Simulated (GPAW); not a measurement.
**STM contrast on ZrGe2P4 monolayer**

Wanted: filled- and empty-state images of ZrGe2P4 monolayer, with its work function.

Method: GPAW, PAW setups; layer in a repeated cell with vacuum, relaxation of atoms and in-plane cell, in the first sound run; inputs show where later runs differ, in GPAW 26.7.0.

This is a report of a sequence of runs, with most program output left out.

**1. The structure**

The cell holds 7 atoms: 4 P, 2 Ge and 1 Zr. Cell: a = 3.580 Å, b = 3.580 Å, c = 27.143 Å, α = 90.0°, β = 90.0°, γ = 120.0°. Vacuum lies along c.

**2. Relaxation**

Forces are removed first; all later runs use this geometry.

run.py reads:

```python
import json
import numpy as np
from ase import Atoms
from ase.filters import FrechetCellFilter
from ase.optimize import BFGS
from gpaw import GPAW, PW

slab = Atoms(
    ['P', 'Ge', 'P', 'Zr', 'P', 'Ge', 'P'],
    positions=[
        [0.00000, 0.00000, 9.00000],
        [-0.00000, 2.06691, 9.75357],
        [-0.00000, 2.06691, 11.95357],
        [0.00000, 0.00000, 13.57174],
        [-0.00000, 2.06691, 15.18992],
        [-0.00000, 2.06691, 17.38992],
        [0.00000, 0.00000, 18.14349]],
    cell=[[3.58, 0.0, 0.0], [-1.79, 3.10037, 0.0], [0.0, 0.0, 27.1435]],
    pbc=[True, True, True])

slab.calc = GPAW(mode=PW(600), xc='PBE', kpts={'size': (9, 9, 1), 'gamma': True},
                 occupations={'name': 'fermi-dirac', 'width': 0.05}, nbands='200%',
                 convergence={'density': 1e-05}, maxiter=200,
                 symmetry={'tolerance': 1e-3}, txt='slab.txt')
result = {}
# The in-plane cell is free; stress needs a cell that repeats along all three vectors
path = []
opt = BFGS(FrechetCellFilter(slab, mask=[1, 1, 0, 0, 0, 1]), maxstep=0.2)
opt.attach(lambda: path.append((slab.get_potential_energy(), slab.positions.tolist(), slab.get_forces().tolist())))
result['relaxed'] = bool(opt.run(fmax=0.02, steps=45))
result['path'] = path
result['cell'] = slab.cell.tolist()
print('in-plane lattice', slab.cell.cellpar().round(4)[[0, 1, 5]])
energy = slab.get_potential_energy()
fermi = slab.calc.get_fermi_level()
v = slab.calc.get_electrostatic_potential().mean((0, 1)) - fermi
n = slab.calc.get_pseudo_density().mean((0, 1))
L = slab.cell[2, 2]
z = np.arange(len(v)) * L / len(v)
low, high = slab.positions[:, 2].min(), slab.positions[:, 2].max()
below, above = np.interp([low - 6.8, high + 6.8], z, v)
slopes = [np.interp(x, z, np.gradient(v, z)) for x in (low - 6.8, high + 6.8)]
eps = np.array([[slab.calc.get_eigenvalues(k, s) for k in range(len(slab.calc.get_ibz_k_points()))]
                for s in range(slab.calc.get_number_of_spins())]) - fermi
top, bottom = eps[eps < 0].max(), eps[eps > 0].min()
dipole = slab.get_dipole_moment()[2]
print(f'energy {energy:.4f} eV, Fermi level {fermi:.4f} eV, dipole {dipole:.5f} e A')
print(f'potential 6.8 A off the faces, from the Fermi level: lower {below:.4f} eV, upper {above:.4f} eV')
print(f'slope of the potential there: lower {slopes[0]:.5f}, upper {slopes[1]:.5f} eV/A')
print(f'nearest levels on the mesh: {top:.4f} and {bottom:.4f} eV')
print('magnetic moment', round(slab.get_magnetic_moment(), 3))
result.update(energy=energy, fermi=fermi, dipole=dipole, below=below, above=above, slopes=slopes, edges=[top, bottom],
              z=z.tolist(), v=v.tolist(), n=n.tolist(), positions=slab.positions.tolist(),
              forces=slab.get_forces(apply_constraint=False).tolist(), moments=slab.get_magnetic_moments().tolist())
json.dump(result, open('result.json', 'w'))
```

The run is started by

```console
$ OMP_NUM_THREADS=1 OPENBLAS_NUM_THREADS=1 python run.py
```

The job ended after 10 min (1 thread of AMD EPYC 9R14 (Zen 4), shared host; peak memory 0.7 GiB).

This step gave:

```
dipole along the normal                    : 0.001481 e·Å
levels nearest the Fermi level on the mesh : -0.09430, 0.1356 eV from the Fermi level
```

The electrostatic potential energy of an electron (without an applied field's), less the Fermi level, planar mean oscillates, so the rows of the table below give means over windows of 1.78 Å about each position, cut where the curve ends. Its maxima inside the range that stand out by 2 % of the span (Å: eV): 9.2: -9.71, 10.9: 2.59, 12.7: -4.88, 14.4: -4.88, 16.2: 2.59, 18.0: -9.71. Its minima: 8.7: -12.3, 9.7: -13.1, 12.1: -10.2, 13.6: -16.3, 15.0: -10.2, 17.5: -13.1, 18.4: -12.3.

Electrostatic potential energy of an electron (without an applied field's), less the Fermi level, planar mean against z; means over each step:

```
z (Å)  electrostatic potential energy of an electron (without an applied field's), less the Fermi level, planar mean (eV)
 0.89                                                                                                                5.58
 2.67                                                                                                                5.58
 4.45                                                                                                                5.58
 6.23                                                                                                                5.50
 8.01                                                                                                               -1.92
 9.79                                                                                                               -7.97
11.57                                                                                                               -3.04
13.35                                                                                                               -10.1
15.13                                                                                                               -4.98
16.91                                                                                                               -4.83
18.69                                                                                                               -5.64
20.47                                                                                                                5.28
22.25                                                                                                                5.58
24.03                                                                                                                5.58
25.81                                                                                                                5.58
```

The pseudo valence density, planar mean oscillates, so the rows of the table below give means over windows of 1 Å about each position, cut where the curve ends. Its maxima inside the range that stand out by 2 % of the span (Å: e/Å³): 9.2: 0.412, 10.2: 0.219, 13.6: 0.894, 17.0: 0.219, 18.0: 0.412. Its minima: 9.8: 0.0823, 10.9: 0.121, 16.3: 0.121, 17.3: 0.0823.

The pseudo valence density, planar mean by z; means over each step:

```
z (Å)  pseudo valence density, planar mean (e/Å³)
    5                                      6.3e-5
    6                                     0.00113
    7                                      0.0196
    8                                       0.166
    9                                       0.332
   10                                       0.162
   11                                       0.146
   12                                       0.260
   13                                       0.507
   14                                       0.580
   15                                       0.277
   16                                       0.156
   17                                       0.157
   18                                       0.322
   19                                       0.193
   20                                      0.0286
   21                                     0.00169
   22                                      9.5e-5
   23                                      5.4e-6
```

The relaxation lowered the energy of the cell by 1.73 eV (energies extrapolated to zero smearing; the optimiser's log prints free energies). The largest force left on a free atom is 0.0075 eV/Å.

**3. Plane waves, PBE**

With the geometry fixed, the planar mean of the potential gives the vacuum level on each side.

This step: GPAW, PAW setups; slab in vacuum (GPAW 26.7.0).

The cell differs from the one that the last finished run ended in (c 27.143 → 27.749 Å).

run.py reads:

```python
import json
import numpy as np
from ase import Atoms
from ase.dft.stm import STM
from gpaw import GPAW, PW

slab = Atoms(
    ['P', 'Ge', 'P', 'Zr', 'P', 'Ge', 'P'],
    positions=[
        [0.00000, 0.00000, 9.00000],
        [-0.00000, 2.15720, 10.03934],
        [-0.00000, 2.15720, 12.38629],
        [0.00000, 0.00000, 13.87462],
        [-0.00000, 2.15720, 15.36297],
        [-0.00000, 2.15720, 17.70991],
        [0.00000, 0.00000, 18.74926]],
    cell=[[3.73638, 0.0, 0.0], [-1.86819, 3.2358, 0.0], [0.0, 0.0, 27.7493]],
    pbc=[True, True, False])

slab.calc = GPAW(mode=PW(400), xc='PBE', kpts={'size': (9, 9, 1), 'gamma': True},
                 occupations={'name': 'fermi-dirac', 'width': 0.05}, nbands='200%',
                 convergence={'density': 1e-05}, maxiter=200,
                 poissonsolver={'dipolelayer': 'xy'},
                 symmetry={'tolerance': 1e-3}, txt='slab.txt')
result = {}
energy = slab.get_potential_energy()
fermi = slab.calc.get_fermi_level()
v = slab.calc.get_electrostatic_potential().mean((0, 1)) - fermi
n = slab.calc.get_pseudo_density().mean((0, 1))
L = slab.cell[2, 2]
z = np.arange(len(v)) * L / len(v)
low, high = slab.positions[:, 2].min(), slab.positions[:, 2].max()
below, above = np.interp([low - 6.8, high + 6.8], z, v)
slopes = [np.interp(x, z, np.gradient(v, z)) for x in (low - 6.8, high + 6.8)]
eps = np.array([[slab.calc.get_eigenvalues(k, s) for k in range(len(slab.calc.get_ibz_k_points()))]
                for s in range(slab.calc.get_number_of_spins())]) - fermi
top, bottom = eps[eps < 0].max(), eps[eps > 0].min()
dipole = slab.get_dipole_moment()[2]
print(f'energy {energy:.4f} eV, Fermi level {fermi:.4f} eV, dipole {dipole:.5f} e A')
print(f'potential 6.8 A off the faces, from the Fermi level: lower {below:.4f} eV, upper {above:.4f} eV')
print(f'slope of the potential there: lower {slopes[0]:.5f}, upper {slopes[1]:.5f} eV/A')
print(f'nearest levels on the mesh: {top:.4f} and {bottom:.4f} eV')
print('magnetic moment', round(slab.get_magnetic_moment(), 3))
result.update(energy=energy, fermi=fermi, dipole=dipole, below=below, above=above, slopes=slopes, edges=[top, bottom],
              z=z.tolist(), v=v.tolist(), n=n.tolist(), positions=slab.positions.tolist(),
              forces=slab.get_forces(apply_constraint=False).tolist(), moments=slab.get_magnetic_moments().tolist())

# Images need the states of the whole zone, up to time reversal
slab.calc = slab.calc.fixed_density(symmetry={'point_group': False}, txt='states.txt', nbands='290%',
                                    convergence={'bands': 'CBM+1.8'})
stm = STM(slab)
result['stm'] = []
for bias in [-2.0, -1.0, 1.5]:
    height = high + 3.0
    current = stm.get_averaged_current(bias, height)
    x, y, h = stm.scan(bias, current)
    i, f = divmod(height / L * stm.ldos.shape[2], 1)
    I = abs((1 - f) * stm.ldos[:, :, int(i)] + f * stm.ldos[:, :, int(i) + 1])
    print(f'bias {bias} V: mean current at 3.0 A {current:.4e}, corrugation {np.ptp(h):.4f} A')
    result['stm'].append(dict(bias=bias, current=current, h=(h - high).tolist(), I=I.tolist()))
json.dump(result, open('result.json', 'w'))
```

It took 2.5 min on 1 thread; peak memory 0.63 GiB.

This step gave:

| Property | Result |
| --- | --- |
| dipole along the normal | 7.88e-4 e·Å |
| levels nearest the Fermi level on the mesh | -0.09480, 0.1358 eV from the Fermi level |
| upper work function | 5.592 eV |
| lower work function | 5.577 eV |
| corrugation -2 | 0.5354 Å |
| corrugation -1 | 0.5003 Å |
| corrugation 1.5 | 0.2483 Å |

The electrostatic potential energy of an electron (without an applied field's), less the Fermi level, planar mean oscillates, so the rows of the table below give means over windows of 1.73 Å about each position, cut where the curve ends. Its maxima inside the range that stand out by 2 % of the span (Å: eV): 9.5: -9.70, 11.3: 2.60, 13.0: -4.88, 14.7: -4.88, 16.5: 2.61, 18.2: -9.69. Its minima: 9.1: -12.2, 10.0: -13.1, 12.4: -10.1, 13.9: -16.3, 15.4: -10.1, 17.8: -13.1, 18.6: -12.2.

Table of electrostatic potential energy of an electron (without an applied field's), less the Fermi level, planar mean by z; means over each step:

z (Å), electrostatic potential energy of an electron (without an applied field's), less the Fermi level, planar mean (eV) and a bar from the least value:
```
     0.86        5.6 ##############################
     2.59        5.6 ##############################
     4.32        5.6 ##############################
     6.05        5.6 ##############################
     7.78        2.9 #########################
     9.51      -10.8 
    11.24       -0.6 ###################
    12.97       -8.9 ###
    14.70       -9.2 ###
    16.43       -0.6 ###################
    18.16      -10.8 
    19.89        2.4 ########################
    21.62        5.6 ##############################
    23.35        5.6 ##############################
    25.08        5.6 ##############################
    26.81        5.6 ##############################
```

The pseudo valence density, planar mean oscillates, so the rows of the table below give means over windows of 1 Å about each position, cut where the curve ends. Its maxima inside the range that stand out by 2 % of the span (Å: e/Å³): 9.5: 0.413, 10.4: 0.209, 13.9: 0.893, 17.3: 0.209, 18.2: 0.413. Its minima: 10.2: 0.103, 11.1: 0.123, 16.7: 0.123, 17.6: 0.103.

Table of pseudo valence density, planar mean by z; means over each step:

z (Å), pseudo valence density, planar mean (e/Å³) and a bar:
```
        5      0.000 
        6      0.000 
        7      0.009 
        8      0.105 #####
        9      0.297 #############
       10      0.213 #########
       11      0.150 #######
       12      0.221 ##########
       13      0.379 #################
       14      0.686 ##############################
       15      0.318 ##############
       16      0.190 ########
       17      0.160 #######
       18      0.264 ############
       19      0.250 ###########
       20      0.062 ###
       21      0.004 
       22      0.000 
       23      0.000
```

Tip height over the top atom over a1 and a2. Sample bias -2 V, constant current at the mean current 3.0 Å over the top atom.

Values in Å, 12 rows by 16 columns, each cell a mean:
```
3.22 3.20 3.16 3.10 3.03 2.95 2.87 2.82 2.83 2.89 2.97 3.06 3.12 3.17 3.21 3.23
3.18 3.14 3.10 3.04 2.95 2.87 2.81 2.79 2.84 2.91 3.00 3.07 3.12 3.16 3.19 3.20
3.10 3.06 2.99 2.92 2.84 2.78 2.74 2.77 2.84 2.92 2.99 3.06 3.10 3.12 3.13 3.12
3.01 2.95 2.89 2.83 2.76 2.72 2.72 2.77 2.84 2.90 2.96 3.02 3.05 3.07 3.07 3.05
2.89 2.85 2.81 2.77 2.75 2.74 2.76 2.79 2.83 2.87 2.90 2.93 2.95 2.95 2.94 2.92
2.83 2.83 2.82 2.82 2.81 2.81 2.81 2.82 2.83 2.84 2.85 2.86 2.87 2.86 2.86 2.85
2.87 2.90 2.92 2.92 2.92 2.91 2.89 2.86 2.83 2.80 2.78 2.77 2.78 2.79 2.81 2.84
2.96 3.00 3.02 3.02 3.01 2.98 2.94 2.89 2.83 2.78 2.75 2.74 2.76 2.81 2.86 2.91
3.09 3.11 3.12 3.11 3.09 3.05 2.98 2.91 2.84 2.78 2.75 2.78 2.84 2.91 2.98 3.04
3.15 3.17 3.17 3.15 3.11 3.07 2.99 2.91 2.84 2.79 2.80 2.85 2.92 3.00 3.07 3.12
3.22 3.22 3.20 3.16 3.12 3.06 2.97 2.89 2.83 2.82 2.87 2.94 3.03 3.10 3.15 3.19
3.24 3.23 3.20 3.15 3.10 3.02 2.93 2.87 2.83 2.86 2.92 3.01 3.08 3.14 3.19 3.23
```
Columns: a1 from 0 to 0.944; rows upwards: a2 from 0 to 0.944.

Local density of states summed over the bias window over a1 and a2. Sample bias -2 V, constant height 3.0 Å over the top atom.

Values in units of 1e-4 arbitrary, 12 rows by 16 columns, each cell a mean:
```
2.8 2.6 2.3 1.9 1.6 1.2 1.0 0.9 0.9 1.1 1.3 1.7 2.0 2.4 2.7 2.8
2.5 2.2 1.9 1.6 1.3 1.0 0.9 0.8 0.9 1.1 1.4 1.7 2.1 2.4 2.5 2.6
1.9 1.7 1.4 1.2 1.0 0.8 0.8 0.8 0.9 1.1 1.4 1.6 1.9 2.1 2.1 2.1
1.5 1.3 1.1 0.9 0.8 0.8 0.7 0.8 0.9 1.1 1.3 1.5 1.6 1.7 1.7 1.6
1.1 1.0 0.9 0.8 0.8 0.8 0.8 0.8 0.9 1.0 1.1 1.2 1.2 1.3 1.2 1.2
0.9 0.9 0.9 0.9 0.9 0.9 0.9 0.9 0.9 0.9 1.0 1.0 1.0 1.0 1.0 1.0
1.0 1.1 1.1 1.2 1.2 1.1 1.1 1.0 0.9 0.9 0.8 0.8 0.8 0.8 0.9 0.9
1.3 1.4 1.5 1.5 1.5 1.3 1.2 1.1 0.9 0.8 0.8 0.8 0.8 0.9 1.0 1.1
1.8 2.0 2.0 2.0 1.8 1.6 1.4 1.1 0.9 0.8 0.8 0.8 0.9 1.1 1.3 1.6
2.3 2.4 2.4 2.2 2.0 1.7 1.4 1.1 0.9 0.9 0.9 1.0 1.2 1.4 1.7 2.0
2.8 2.8 2.7 2.4 2.0 1.7 1.3 1.1 0.9 0.9 1.0 1.2 1.5 1.9 2.3 2.6
3.0 2.9 2.6 2.3 1.9 1.5 1.2 1.0 0.9 1.0 1.2 1.5 1.8 2.2 2.6 2.8
```
Columns: a1 from 0 to 0.944; rows upwards: a2 from 0 to 0.944.

Tip height over the top atom over a1 and a2. Sample bias -1 V, constant current at the mean current 3.0 Å over the top atom.

Values in Å, 12 rows by 16 columns, each cell a mean:
```
3.21 3.19 3.15 3.10 3.03 2.95 2.88 2.84 2.85 2.90 2.97 3.06 3.12 3.16 3.20 3.22
3.17 3.14 3.10 3.04 2.96 2.88 2.83 2.81 2.85 2.92 3.00 3.07 3.12 3.15 3.18 3.19
3.10 3.05 2.99 2.92 2.85 2.79 2.77 2.79 2.85 2.92 2.99 3.05 3.09 3.12 3.12 3.12
3.01 2.96 2.90 2.84 2.78 2.75 2.75 2.79 2.85 2.91 2.96 3.02 3.05 3.06 3.06 3.05
2.89 2.86 2.82 2.79 2.77 2.76 2.78 2.81 2.84 2.88 2.91 2.94 2.95 2.96 2.95 2.92
2.85 2.84 2.83 2.83 2.83 2.83 2.83 2.83 2.84 2.85 2.86 2.87 2.87 2.87 2.87 2.86
2.88 2.90 2.92 2.93 2.93 2.91 2.89 2.87 2.84 2.82 2.80 2.79 2.79 2.81 2.83 2.85
2.97 3.00 3.02 3.02 3.01 2.98 2.94 2.90 2.85 2.80 2.77 2.76 2.78 2.82 2.87 2.92
3.08 3.10 3.11 3.10 3.08 3.04 2.98 2.92 2.85 2.79 2.77 2.80 2.85 2.91 2.98 3.04
3.15 3.16 3.16 3.14 3.11 3.06 2.99 2.92 2.85 2.81 2.81 2.86 2.93 3.00 3.07 3.11
3.21 3.21 3.19 3.16 3.11 3.06 2.98 2.90 2.84 2.84 2.88 2.94 3.03 3.09 3.14 3.18
3.23 3.22 3.19 3.15 3.09 3.02 2.94 2.87 2.84 2.87 2.93 3.01 3.08 3.14 3.18 3.22
```
Columns: a1 from 0 to 0.944; rows upwards: a2 from 0 to 0.944.

Local density of states summed over the bias window over a1 and a2. Sample bias -1 V, constant height 3.0 Å over the top atom.

Ten even steps from '_' (0.38 × 1e-4 arbitrary) to '@' (1.35 × 1e-4 arbitrary):
```
@@@@##**==--::..____..::--==**##@@@@
%%##**++--::..______..::--++**##%%@@
##**++--::..________..::--++**######
++==--::..__________..::--==++******
==--::..____________..::--====++++==
::::..______________..::::----------
....________________....::::::::::::
..__________________................
____________________________________
..................__________________
..::::::::::::....________________..
::----------::::..______________..::
====++++====--::..____________..::--
++******++==--::..__________..::--==
########**++--::..________..::--++**
%%@@%%##**++--::..______..::--++**##
@@@@@@##**==--::..____..::--==**##@@
@@@@%%##++==::....__....::==++##%%@@
```
Columns: a1 from 0 to 0.944; rows upwards: a2 from 0 to 0.944.

[end of part 1 of 2]

[Logs are printed without paths, hosts, clocks, repeated set-up lines and the standing remarks that a program may print on its own settings, such as how far it seeks lower states.]

[Hosts, paths, dates, database ids (printed as entryN), source tags and the programs' standing remarks are cut or masked in the printed files.]
